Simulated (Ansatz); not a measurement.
# Stretching the linear Sb chain

Does stretching change the magnetism or the channel count of the linear Sb chain?

Main program and level: Ansatz 0.2.0; DFT PBE, plane waves, PAW; relaxation of a chain's period, in the first sound run; inputs show where later runs differ.

**1. Starting point**

The cell holds 1 atom: 1 Sb. Cell: a = 7.500 Å, b = 7.500 Å, c = 2.585 Å, α = 90.0°, β = 90.0°, γ = 90.0°. Vacuum lies along a and b. The structure's axis is c.

**2. The relaxed wire**

Band widths follow the bond lengths, so the chain is relaxed first. The atoms and the third cell vector are free; the box across stays fixed as vacuum. Moments are seeded so that a magnetic state can form if it lies lower. A Fermi-Dirac smearing is set since the result may be a metal. The pressure printed is a third of the stress's trace over the whole box, vacuum included; only the stress along the axis is relaxed.

File input.yaml:

```yaml
crystal:
  lattice:
    - [7.5, 0.0, 0.0]
    - [0.0, 7.5, 0.0]
    - [0.0, 0.0, 2.5854]
  atoms:
    - { symbol: Sb, position: [0.5, 0.5, 0.0], spin: 0.3 }
magnetization:
  spin_polarized: true
kpoints:
  mp_grid: { grid: [1, 1, 31] }
scf:
  occupations: { method: fermi_dirac, width: 0.05 }
hamiltonian:
  xc: pbe
relax:
  cell: { fix: [a, b, alpha, beta, gamma] }
  max_steps: 60
```

On the command line:

```bash
ansatz run input.yaml --threads 4 --pin off --max-ram 8192MiB --backend cpu --events-out ev --progress --plain --runs-dir out
```

Numbers of over 12 decimals in the logs are rounded to 6 here.

Log:

```text
Engine: ansatz 0.2.0, x86_64-unknown-linux-gnu
Pseudopotentials: kind: paw
Pseudopotential: Sb, paw, valence charge 15, recommended cutoff 420 eV (normal), Sb.paw.azcp
Functional definition: PBE
  parameter kappa = 0.804
  parameter beta = 0.066725
  exchange = pbe_x(kappa = kappa, mu = beta*pi^2/3)
  correlation = pbe_c(beta = beta)
Crystal: 1 atoms, lattice volume = 145.429 Å³
Basis set: ecut = 420 eV, 2857 PW (Γ), exchange–correlation on 108×108×36 points (8 copies of the dense FFT grid, shifted against one another)
Bands: 12, of which v1, the nominal top of the filled ones, is band 8 counted from 1 (7 counted from 0)
Symmetry: 16 space group operations
Space group: P4/mmm (ITA 123), of the structure as read, at distance tolerance 5.3e-5 Å
Magnetic group: BNS 123.339 (UNI 999), of the structure as read, at distance tolerance 5.3e-5 Å
k-points: 16 of 31
Non-local potential: Sb, projectors of the file, l = 0: 2, l = 1: 2, l = 2: 2, l = 3: 2
PAW form: soft (Blöchl's): semilocal exchange-correlation on the pseudo side does not see the compensation charge
PAW one-centre angular grid: Sb, 590 points (default); XC on 64 Gauss nodes
Initial density: superposition of atomic densities (neutral atoms: chi_scale 0, normalization atom)
Starting moments: Σ|m| = 0.3 μB on 1 of 1 site
Initial wavefunctions: pseudopotential atomic-orbital guess
Functional: x = pbe(κ = 0.804, μ = 0.219515), c = pbe(β = 0.066725)
iter 1 solved again at ethr=5.70e-4 eV; its pass at ethr=3.10e-3 eV (dr2=8.55e-2 eV) is discarded
SCF iter   1: F=—  HF=-6483.257763 eV  |F-HF|=—  |Δ(HF+E_count)|=         —  Δρ=7.73e-3 (↑7.73e-3 ↓7.70e-3)  dr2=8.87e-2  dr2_m=6.76e-2  M=0.050 μB ∫|m|=0.050 μB  β_m=0.30  ethr=5.70e-4  ⟨swp⟩=1.0  Hψ=3451  notcnv=0
preconditioner: auto → LDOS  [metal: Δε(μ)=0.086 eV  Ē_g=9.674 eV  σ=0.050 eV  W_gap=0.38  n_scr=12 (ndim 8)  ℏωp=6.9 eV  f_vac=0.630  D(μ)=1.06/eV (n_scr^D=4)]
spin=Collinear: LDOS preconditioning applied to the charge; magnetization (m = ρ↑ − ρ↓) channel mixes plain (no charge-response kernel on spin).
SCF iter   2: F=—  HF=-6483.244074 eV  |F-HF|=—  |Δ(HF+E_count)|=   1.37e-2  Δρ=5.54e-3 (↑5.31e-3 ↓5.54e-3)  dr2=4.33e-2  dr2_m=3.39e-2  M=0.041 μB ∫|m|=0.041 μB  β_m=0.30  ethr=5.70e-4  ⟨swp⟩=2.0  Hψ=482  notcnv=0
SCF iter   3: F=—  HF=-6483.231948 eV  |F-HF|=—  |Δ(HF+E_count)|=   1.21e-2  Δρ=3.85e-3 (↑3.40e-3 ↓3.85e-3)  dr2=2.22e-3  dr2_m=1.70e-2  M=0.034 μB ∫|m|=0.034 μB  β_m=0.30  ethr=2.89e-4  ⟨swp⟩=2.7  Hψ=645  notcnv=0
SCF iter   4: F=—  HF=-6483.234240 eV  |F-HF|=—  |Δ(HF+E_count)|=   2.29e-3  Δρ=2.56e-3 (↑2.52e-3 ↓2.56e-3)  dr2=6.69e-4  dr2_m=8.51e-3  M=0.029 μB ∫|m|=0.029 μB  β_m=0.30  ethr=1.48e-5  ⟨swp⟩=2.5  Hψ=686  notcnv=0
SCF iter   5: F=—  HF=-6483.235026 eV  |F-HF|=—  |Δ(HF+E_count)|=   7.86e-4  Δρ=1.85e-3 (↑1.85e-3 ↓1.74e-3)  dr2=3.38e-5  dr2_m=4.28e-3  M=0.025 μB ∫|m|=0.025 μB  β_m=0.30  ethr=4.46e-6  ⟨swp⟩=2.0  Hψ=586  notcnv=0
SCF iter   6: F=—  HF=-6483.235416 eV  |F-HF|=—  |Δ(HF+E_count)|=   3.90e-4  Δρ=1.28e-3 (↑1.27e-3 ↓1.28e-3)  dr2=6.51e-6  dr2_m=2.15e-3  M=0.021 μB ∫|m|=0.021 μB  β_m=0.30  ethr=2.25e-7  ⟨swp⟩=2.0  Hψ=626  notcnv=0
SCF iter   7: F=—  HF=-6483.235618 eV  |F-HF|=—  |Δ(HF+E_count)|=   2.02e-4  Δρ=9.11e-4 (↑8.97e-4 ↓9.11e-4)  dr2=1.99e-6  dr2_m=1.09e-3  M=0.018 μB ∫|m|=0.018 μB  β_m=0.30  ethr=4.34e-8  ⟨swp⟩=2.1  Hψ=456  notcnv=0
Mixer restart at iter 7: flushing history
spin-set hold released at iteration 7 (site moments contracting): the magnetisation degrees of freedom join the quasi-Newton model from the next iteration; the mixer history was flushed
SCF iter   8: F=—  HF=-6483.235728 eV  |F-HF|=—  |Δ(HF+E_count)|=   1.10e-4  Δρ=6.48e-4 (↑6.41e-4 ↓6.48e-4)  dr2=9.95e-7  dr2_m=5.53e-4  M=0.015 μB ∫|m|=0.015 μB  β_m=0.65  ethr=1.33e-8  ⟨swp⟩=2.3  Hψ=545  notcnv=0
SCF iter   9: F=—  HF=-6483.235883 eV  |F-HF|=—  |Δ(HF+E_count)|=   1.54e-4  Δρ=4.62e-5 (↑4.40e-5 ↓4.62e-5)  dr2=4.27e-8  dr2_m=2.70e-6  M=0.006 μB ∫|m|=0.006 μB  β_m=0.82  ethr=6.63e-9  ⟨swp⟩=3.1  Hψ=705  notcnv=0
SCF iter  10: F=—  HF=-6483.235909 eV  |F-HF|=—  |Δ(HF+E_count)|=   2.65e-5  Δρ=2.66e-5 (↑2.55e-5 ↓2.66e-5)  dr2=6.55e-9  dr2_m=9.02e-7  M=0.003 μB ∫|m|=0.003 μB  β_m=0.91  ethr=2.85e-10  ⟨swp⟩=5.1  Hψ=1328  notcnv=0
SCF iter  11: F=—  HF=-6483.235914 eV  |F-HF|=—  |Δ(HF+E_count)|=   4.94e-6  Δρ=1.94e-6 (↑1.85e-6 ↓1.94e-6)  dr2=4.54e-9  dr2_m=3.03e-9  M=0.000 μB ∫|m|=0.000 μB  β_m=0.89  ethr=4.37e-11  ⟨swp⟩=5.4  Hψ=1342  notcnv=0
SCF iter  12: F=—  HF=-6483.235914 eV  |F-HF|=—  |Δ(HF+E_count)|=   1.64e-8  Δρ=5.72e-7 (↑5.72e-7 ↓4.98e-7)  dr2=8.55e-10  dr2_m=1.52e-10  M=0.000 μB ∫|m|=0.000 μB  β_m=0.83  ethr=3.03e-11  ⟨swp⟩=4.0  Hψ=1073  notcnv=0
SCF iter  13: F=-6483.235914 eV  HF=-6483.235914 eV  |F-HF|=1.36e-11  |Δ(HF+E_count)|=  3.00e-10  Δρ=1.29e-7 (↑1.29e-7 ↓8.68e-8)  dr2=4.06e-11  dr2_m=9.26e-12  M=0.000 μB ∫|m|=0.000 μB  ethr=5.70e-12  ⟨swp⟩=3.0  Hψ=940  notcnv=0
WARN: the starting moments were not kept: the SCF closed with an absolute magnetisation of 8.9e-6 μB, where they sum to 0.3 μB in size (1 site). That is at most 0.1 of that sum. Measured as dr2_m measures the in/out step, that magnetisation stands 6.7e-12 eV from none, at or under the dr2_threshold of 1.0e-7 eV: it is no larger than a step whose dr2_m would equal this threshold. The system may hold no moment; this SC [...]
SCF 1 converged in 13 iterations: F = -6483.235914 eV  dr2 = 4.06e-11
  greatest PAW one-centre occupation: 0.996 electrons in one spin orbital (limit 2), on the Sb atom at site 0 (counted from 0), in its partial waves of l = 2
relax step   1: F+E_penalty+E_count = -6483.23591409 eV  Δ(F+E_penalty+E_count) = +0.000e0 eV  max|allowed force component| = 0.000e0 eV/Å  Δτ_max = 0.0000 Å  P = +1.398 GPa  Ω = 145.429 Å³  fix = [a, b, alpha, beta, gamma]  reactions: a +0.216, b +0.216 GPa  (13 SCF iters, dr2 threshold 1.00e-7 eV, accepted)
Crystal: 1 atoms, lattice volume = 152.518 Å³
Basis set: ecut = 420 eV, 3033 PW (Γ), exchange–correlation on 108×108×36 points (8 copies of the dense FFT grid, shifted against one another)
Initial density: handed on by an earlier stage of this run
Starting moments: Σ|m| = 0.3 μB on 1 of 1 site; this step starts from the density that it was given
Initial wavefunctions: those handed on with the density
iter 1 solved again at ethr=1.34e-5 eV; its pass at ethr=3.10e-3 eV (dr2=2.01e-3 eV) is discarded
[...]
iter 5 did not close the SCF: its close was put off for a magnetic moment that had not settled (scf_convergence_deferred on its scf_iter line)
SCF iter   5: F=-6483.310850 eV  HF=-6483.310850 eV  |F-HF|=1.52e-9  |Δ(HF+E_count)|=   3.83e-8  Δρ=8.27e-7 (↑8.27e-7 ↓5.17e-7)  dr2=1.92e-9  dr2_m=3.50e-10  M=-0.000 μB ∫|m|=0.000 μB  β_m=0.85  ethr=1.24e-10  ⟨swp⟩=2.0  Hψ=1195  notcnv=0
iter 6 did not close the SCF: its close was put off for a magnetic moment that had not settled (scf_convergence_deferred on its scf_iter line)
SCF iter   6: F=-6483.310850 eV  HF=-6483.310850 eV  |F-HF|=8.37e-11  |Δ(HF+E_count)|=   2.49e-9  Δρ=2.22e-7 (↑2.22e-7 ↓1.88e-7)  dr2=7.75e-11  dr2_m=3.83e-11  M=-0.000 μB ∫|m|=0.000 μB  β_m=0.92  ethr=1.28e-11  ⟨swp⟩=1.6  Hψ=1079  notcnv=0
SCF iter   7: F=-6483.310850 eV  HF=-6483.310850 eV  |F-HF|=1.91e-11  |Δ(HF+E_count)|=  1.50e-10  Δρ=7.66e-8 (↑7.66e-8 ↓6.86e-8)  dr2=2.34e-12  dr2_m=6.92e-12  M=-0.000 μB ∫|m|=0.000 μB  ethr=1.00e-12  ⟨swp⟩=1.1  Hψ=1040  notcnv=0
the starting moments were not kept: the SCF closed with an absolute magnetisation of 1.0e-5 μB, where they sum to 0.3 μB in size (1 site). That is at most 0.1 of that sum. Measured as dr2_m measures the in/out step, that magnetisation stands 9.3e-12 eV from none, at or under the dr2_threshold of 1.0e-7 eV: it is no larger than a step whose dr2_m would equal this threshold.
SCF 3 converged in 7 iterations: F = -6483.310850 eV  dr2 = 2.34e-12
relax step   3: F+E_penalty+E_count = -6483.31084971 eV  Δ(F+E_penalty+E_count) = -1.204e-3 eV  max|allowed force component| = 0.000e0 eV/Å  Δτ_max = 0.0000 Å  P = +0.198 GPa  Ω = 153.273 Å³  energy of the carried Pulay correction = -3.650e-4 eV  fix = [a, b, alpha, beta, gamma]  reactions: a +0.217, b +0.217 GPa  (7 SCF iters, dr2 threshold 1.00e-7 eV, accepted)
[...]
relax step   4: F+E_penalty+E_count = -6483.31108776 eV  Δ(F+E_penalty+E_count) = -2.380e-4 eV  max|allowed force component| = 0.000e0 eV/Å  Δτ_max = 0.0000 Å  P = +0.136 GPa  Ω = 153.895 Å³  energy of the carried Pulay correction = -3.932e-4 eV  fix = [a, b, alpha, beta, gamma]  reactions: a +0.216, b +0.216 GPa  (7 SCF iters, dr2 threshold 6.37e-8 eV, accepted)
Basis set: ecut = 420 eV, 3057 PW (Γ), exchange–correlation on 108×108×40 points (8 copies of the dense FFT grid, shifted against one another)
Initial wavefunctions: pseudopotential atomic-orbital guess (no wavefunctions were taken with the density)
iter 1 solved again at ethr=1.06e-6 eV; its pass at ethr=3.10e-3 eV (dr2=1.59e-4 eV) is discarded
SCF iter   1: F=—  HF=-6483.311342 eV  |F-HF|=—  |Δ(HF+E_count)|=         —  Δρ=1.17e-5 (↑1.17e-5 ↓1.17e-5)  dr2=1.42e-7  dr2_m=5.49e-13  M=-0.000 μB ∫|m|=0.000 μB  β_m=0.30  ethr=1.06e-6  ⟨swp⟩=2.9  Hψ=3726  notcnv=0
eigensolver tolerance schedule: the retry pair's looser diagonalisation over-reported the residual by 1122.52 of it (diagonalisation noise at 0.63 of the residual, at the tolerance the schedule requests for it); recorded, not acted on — ethr = c·dr2/N_el stays at c = 1.0e-1
preconditioner: auto → none  [insulator: Δε(μ)=0.137 eV  Ē_g=9.050 eV  σ=0.050 eV  W_gap=0.59  n_scr=12 (ndim 8)  ℏωp=6.7 eV  f_vac=0.643  D(μ)=1.30/eV (n_scr^D=8)  ε∞_Penn≈1.5]
SCF iter   2: F=—  HF=-6483.311342 eV  |F-HF|=—  |Δ(HF+E_count)|=   7.69e-7  Δρ=7.85e-6 (↑7.85e-6 ↓7.85e-6)  dr2=5.65e-8  dr2_m=3.99e-13  M=-0.000 μB ∫|m|=0.000 μB  β_m=0.53  ethr=9.46e-10  ⟨swp⟩=2.3  Hψ=642  notcnv=0
SCF iter   3: F=—  HF=-6483.311342 eV  |F-HF|=—  |Δ(HF+E_count)|=   5.84e-7  Δρ=1.65e-6 (↑1.65e-6 ↓1.65e-6)  dr2=3.73e-9  dr2_m=1.05e-13  M=-0.000 μB ∫|m|=0.000 μB  β_m=0.54  ethr=3.77e-10  ⟨swp⟩=2.4  Hψ=634  notcnv=0
SCF iter   4: F=—  HF=-6483.311342 eV  |F-HF|=—  |Δ(HF+E_count)|=   1.06e-8  Δρ=3.78e-7 (↑3.78e-7 ↓3.76e-7)  dr2=2.84e-10  dr2_m=4.08e-14  M=-0.000 μB ∫|m|=0.000 μB  β_m=0.61  ethr=2.49e-11  ⟨swp⟩=2.1  Hψ=480  notcnv=0
SCF iter   5: F=—  HF=-6483.311342 eV  |F-HF|=—  |Δ(HF+E_count)|=   3.82e-7  Δρ=6.55e-8 (↑6.55e-8 ↓6.40e-8)  dr2=1.99e-11  dr2_m=1.50e-14  M=-0.000 μB ∫|m|=0.000 μB  β_m=0.68  ethr=1.89e-12  ⟨swp⟩=2.5  Hψ=512  notcnv=0
SCF iter   6: F=-6483.311342 eV  HF=-6483.311342 eV  |F-HF|=2.73e-12  |Δ(HF+E_count)|=  1.36e-11  Δρ=9.85e-9 (↑9.85e-9 ↓9.57e-9)  dr2=3.02e-13  dr2_m=4.48e-15  M=-0.000 μB ∫|m|=0.000 μB  ethr=1.00e-12  ⟨swp⟩=5.8  Hψ=1382  notcnv=0
the starting moments were not kept: the SCF closed with an absolute magnetisation of 2.0e-7 μB, where they sum to 0.3 μB in size (1 site). That is at most 0.1 of that sum. Measured as dr2_m measures the in/out step, that magnetisation stands 3.5e-15 eV from none, at or under the dr2_threshold of 1.0e-11 eV: it is no larger than a step whose dr2_m would equal this threshold.
SCF 5 converged in 6 iterations: F = -6483.311342 eV  dr2 = 3.02e-13
relax step   5: F+E_penalty+E_count = -6483.31134175 eV  Δ(F+E_penalty+E_count) = -2.540e-4 eV  max|allowed force component| = 0.000e0 eV/Å  Δτ_max = 0.0000 Å  P = +0.133 GPa  Ω = 153.895 Å³  fix = [a, b, alpha, beta, gamma]  reactions: a +0.215, b +0.215 GPa  stress off target by 3.01e-2 GPa on what of the cell is left free  SCF on the basis re-selected at this cell (its energy is not comparable with the rows above)  (6 SCF iters)
basis re-selected at this cell: Δ(F+E_penalty+E_count) = -2.540e-4 eV, ΔP = -0.003 GPa vs the last step (what re-selecting the basis moved, of the pressure what is left beyond the Pulay correction that the steps carried, after the strain that the cell walked since its last selection, with what the two solves' SCF thresholds leave and, on support functions, any second-order correction that the steps lacked; it is no measure of the basis error at this ecutwfc). The dense FFT grid was sized anew with the basis: this SCF ran on 54×54×20 points, the steps before it on 54×54×18, so part of this shift can come from that change (see relax.cell in the input reference). [rest of the remark cut]
SCF converged after 6 iterations
Magnetization: -0.0000 μB (7.5000 up, 7.5000 down)
Absolute magnetization: 0.0000 μB (∫|ρ↑−ρ↓|, with the PAW one-centre terms)
Spin contamination: 0.0000 ħ² per cell (⟨S²⟩ above its minimum at these occupations)
Per-site moments (μB) at R_I (Å): [(-7.978153583921348e-8, 1.128567)]
Free energy (F): -6483.311342 eV
Harris-Foulkes:  -6483.311342 eV  (|F-HF|=2.73e-12)
Internal energy: -6483.301071 eV  (E = F + TS)
E sigma→0 (E₀):  -6483.306206 eV
Entropy (-TS):   -0.010271 eV (-10.271 meV/atom)
Fermi energy:    -1.981673 eV
--- Per-component energies (eV) ---
  E_band       = -337.849709
  E_kinetic    = 205.616519
  E_local      = -3370.187168  (includes V_loc(G=0)·N_el)
  E_nonlocal   = 361.810820
  E_hartree    = 1526.312616
  E_xc         = -136.962619
  E_vxc        = -94.122459  (∫ρ·V_xc dr)
  E_paw        = -4574.854669  (= ΣΔE_a)
  E_vpaw       = -493.592624  (= ΣTr[D̂ρ^β])
  E_aug_tail   = -0.000002  (compensation charges beyond the density's cutoff)
  E_ewald      = -495.036568
  E_smearing   = -0.010271  (= −TS)
  E_closure    = 0.000000  (closes the sum)
  Σ components = -6483.311342   (vs F -6483.311342, Δ=0.00e0)
--- Forces (eV/Å), atoms counted from 1 ---
  atom   1  Sb     0.00000000     0.00000000     0.00000000
  max |Σ_I F_I| component: 1.01e-28 eV/Å
--- Stress (GPa, compression-positive) ---
        0.214795       0.000000       0.000000
        0.000000       0.214795       0.000000
        0.000000       0.000000      -0.030081
  P = ⅓ Tr σ = 0.1332 GPa (1.332 kbar)
--- Relaxed structure (4 steps of the walk, 4 accepted, 1 SCFs on fresh bases) ---
  F+E_penalty+E_count = -6483.31134175 eV   max|allowed force component| = 0.000e0 eV/Å   (the final SCF, on the basis selected at the relaxed cell)
  cell:  # Å, volume = 153.8955 Å³
    - [7.5, 0.0, 0.0]
    - [0.0, 7.5, 0.0]
    - [0.0, 0.0, 2.735919]
  atoms:
    - { symbol: Sb, position: [0.5, 0.5, 0.0] }
```

It took 5.5 s on 4 threads of Intel Xeon 6975P-C (Granite Rapids), shared host; peak memory 0.46 GiB; 15 s of CPU time.

Step by step:

```csv
step,energy less that of the first step (eV),largest force component (eV/Å),pressure (GPa),volume (Å³)
1,0.0000,0.0000,1.40,145.43
2,-0.0737,0.0000,0.27,152.52
3,-0.0749,0.0000,0.20,153.27
4,-0.0752,0.0000,0.14,153.90
5*,-0.0754,0.0000,0.13,153.90
```

Relaxation steps marked * repeat the geometry before them on a plane-wave basis chosen anew for their cell, so energy and pressure can jump there.

```csv
cell as run,before,after,change
c (Å),2.585,2.736,+5.8 %
```

Final coordinates:

```
Sb
1.0
     7.50000    0.00000    0.00000
     0.00000    7.50000    0.00000
     0.00000    0.00000    2.73592
Sb
1
Direct
  0.50000 0.50000 0.00000
```

This step gave:

- energy at zero smearing: -6483.3062 eV
- cell length along the wire: 2.736 Å

The cell's length comes to 2.736 Å with no moment.

**3. The chain at a fixed length, period over the relaxed period 0.88, k-mesh 1×1×34**

This step: DFT PBE, plane waves, PAW; channels and complex bands of a perfect chain (Ansatz 0.2.0).

The period is set to 0.88 times the relaxed one: shorter bonds widen the bands.

The cell differs from the one that the last finished run ended in (c 2.736 → 2.408 Å).

input.yaml, the sections that differ from step 2:

```yaml
crystal:
  lattice:
    - [7.5, 0.0, 0.0]
    - [0.0, 7.5, 0.0]
    - [0.0, 0.0, 2.407608967]
  atoms:
    - { symbol: Sb, position: [0.5, 0.5, 0.0], spin: 0.3 }
kpoints:
  mp_grid: { grid: [1, 1, 34] }
output:
  transmission:
    e_range: [-2, 2]
    de: 0.035
    kmesh: [1, 1]
    reduced_basis: true
    leads: [[0, 0]]
  stress: true
# magnetization, scf, hamiltonian: as in step 2
# relax: removed
```

Log:

```text
[...]
Crystal: 1 atoms, lattice volume = 135.428 Å³
Basis set: ecut = 420 eV, 2625 PW (Γ)
Bands: 12, of which v1, the nominal top of the filled ones, is band 8 counted from 1 (7 counted from 0)
Symmetry: 16 space group operations
[...]
k-points: 18 of 34
[...]
Starting moments: Σ|m| = 0.3 μB on 1 of 1 site
[...]
SCF iter   2: F=—  HF=-6482.752449 eV  |F-HF|=—  |Δ(HF+E_count)|=   2.32e-2  Δρ=6.15e-3 (↑5.63e-3 ↓6.15e-3)  dr2=6.95e-2  dr2_m=3.45e-2  M=0.022 μB ∫|m|=0.022 μB  β_m=0.30  ethr=9.55e-4  ⟨swp⟩=2.0  Hψ=550  notcnv=0
[...]
spin=Collinear: Resta preconditioning applied to the charge; magnetization (m = ρ↑ − ρ↓) channel mixes plain (no charge-response kernel on spin).
SCF iter   3: F=—  HF=-6482.733273 eV  |F-HF|=—  |Δ(HF+E_count)|=   1.92e-2  Δρ=4.15e-3 (↑3.52e-3 ↓4.15e-3)  dr2=2.88e-3  dr2_m=1.77e-2  M=0.005 μB ∫|m|=0.007 μB  β_m=0.30  ethr=4.63e-4  ⟨swp⟩=2.7  Hψ=741  notcnv=0
[...]
SCF iter  11: F=-6482.737571 eV  HF=-6482.737571 eV  |F-HF|=4.00e-11  |Δ(HF+E_count)|=   6.15e-9  Δρ=1.58e-7 (↑1.58e-7 ↓1.27e-7)  dr2=5.47e-11  dr2_m=1.33e-11  M=0.000 μB ∫|m|=0.000 μB  ethr=1.00e-12  ⟨swp⟩=3.6  Hψ=1106  notcnv=0
SCF 1 converged in 11 iterations: F = -6482.737571 eV  dr2 = 5.47e-11
[...]
transmission: 6 of 36 steps passed
transmission: 9 of 36 steps passed
[...]
transmission: 36 of 36 steps passed
SCF converged after 11 iterations
Magnetization: 0.0000 μB (7.5000 up, 7.5000 down)
Absolute magnetization: 0.0000 μB (∫|ρ↑−ρ↓|, with the PAW one-centre terms)
[...]
Per-site moments (μB) at R_I (Å): [(6.086901658083947e-7, 0.993139)]
Free energy (F): -6482.737571 eV
[...]
Internal energy: -6482.735687 eV  (E = F + TS)
E sigma→0 (E₀):  -6482.736629 eV
Entropy (-TS):   -0.001884 eV (-1.884 meV/atom)
Fermi energy:    -1.345560 eV
[...]
--- Stress (GPa, compression-positive) ---
        0.211677      -0.000000       0.000000
       -0.000000       0.211677       0.000000
        0.000000       0.000000      12.336969
  P = ⅓ Tr σ = 4.2534 GPa (42.534 kbar)
--- Band table (eV; the first three rows and the last of 36) ---
  k-point 0 ↑: bands = [... 4 lower, -30.2163, -13.2173, -4.0906, -4.0906, 1.5190, 2.9085, 4.0329, 4.8319]
  k-point 1 ↑: bands = [... 4 lower, -30.2212, -13.1955, -4.0636, -4.0636, 1.5403, 2.9304, 4.0541, 4.8552]
  k-point 2 ↑: bands = [... 4 lower, -30.2359, -13.1299, -3.9830, -3.9830, 1.6039, 2.9959, 4.1178, 4.9248]
  k-point 17 ↓: bands = [... 4 lower, -29.9589, -6.7676, -5.6305, 1.5188, 1.5188, 5.1828, 5.1828, 7.5583]
--- Transmission ---
  basis      : 497 plane waves across, 3 finite elements along
  points     : 1, standing for a mesh of 1 x 1
  filling    : by the input's occupations and mesh, since the crystals that have channels conduct as metals do. If one of these is a semiconductor, that mesh has misplaced its level
  energies   : 115 from -2.000000 to 1.990000 eV about the Fermi level, 0.035000 eV apart; the leads are filled to 0.000000 eV, and channels, transmission and decay are at -0.005000 eV
  crystal 0  : Sb1, at the sites [0, 0], period 2.4076 Å: whole cells are its period
    offset         : up to 0.0000 Å between an atom of the period and one for which it stands
    filled         : 38.3 meV over the level at which it is neutral
    channels       : 3.000000e0 up, 3.000000e0 down
    conductance    : 4.1323e14 S/m² at 300 K; may be off by some 0.0 % by where its bands' edges are placed, 0.0 % from the distance to neutral
```

It took 13 s on 4 threads; peak memory 0.45 GiB; 39 s of CPU time.

In the SCF lines HF is the Harris–Foulkes energy and dr2 the Hartree energy of the density residual, in eV; the loop may stop once dr2 is under the threshold and the program's other checks hold. Hψ counts applications of the Hamiltonian.

Numbers from this step:

```yaml
energy_at_zero_smearing: -6482.7366 eV
channels_at_the_energy_nearest_the_fermi_level_spin_up: 3
channels_at_the_energy_nearest_the_fermi_level_spin_down: 3
conductance_of_the_lead_as_this_run_defines_it: 3.000 G₀
band_gap: 0 eV
```

The open channels of the lead by energy, zero at the Fermi level:

```csv
energy (eV),spin up,spin down
-2.00,3,3
-1.90,3,3
-1.79,3,3
-1.69,3,3
-1.58,3,3
-1.48,3,3
-1.37,3,3
-1.23,3,3
-1.12,3,3
-1.02,3,3
-0.92,3,3
-0.81,3,3
-0.70,3,3
-0.60,3,3
-0.49,3,3
-0.39,3,3
-0.28,3,3
-0.18,3,3
-0.07,3,3
-0.01,3,3
0.07,3,3
0.17,3,3
0.28,3,3
0.38,3,3
0.48,3,3
0.59,3,3
0.69,3,3
0.80,3,3
0.91,3,3
1.01,3,3
1.11,3,3
1.22,3,3
1.36,3,3
1.47,3,3
1.57,3,3
1.68,3,3
1.78,3,3
1.89,3,3
1.99,3,3
```

At the computed energy nearest the Fermi level there are 3 spin-up and 3 spin-down channels, and the thermal average gives 3.00 G₀.

[end of part 1 of 2]

[Logs are printed without paths, hosts, clocks, repeated set-up lines and the standing remarks that a program may print on its own settings, such as how far it seeks lower states.]

[Hosts, paths, dates, database ids (printed as entryN), source tags and the programs' standing remarks are cut or masked in the printed files.]
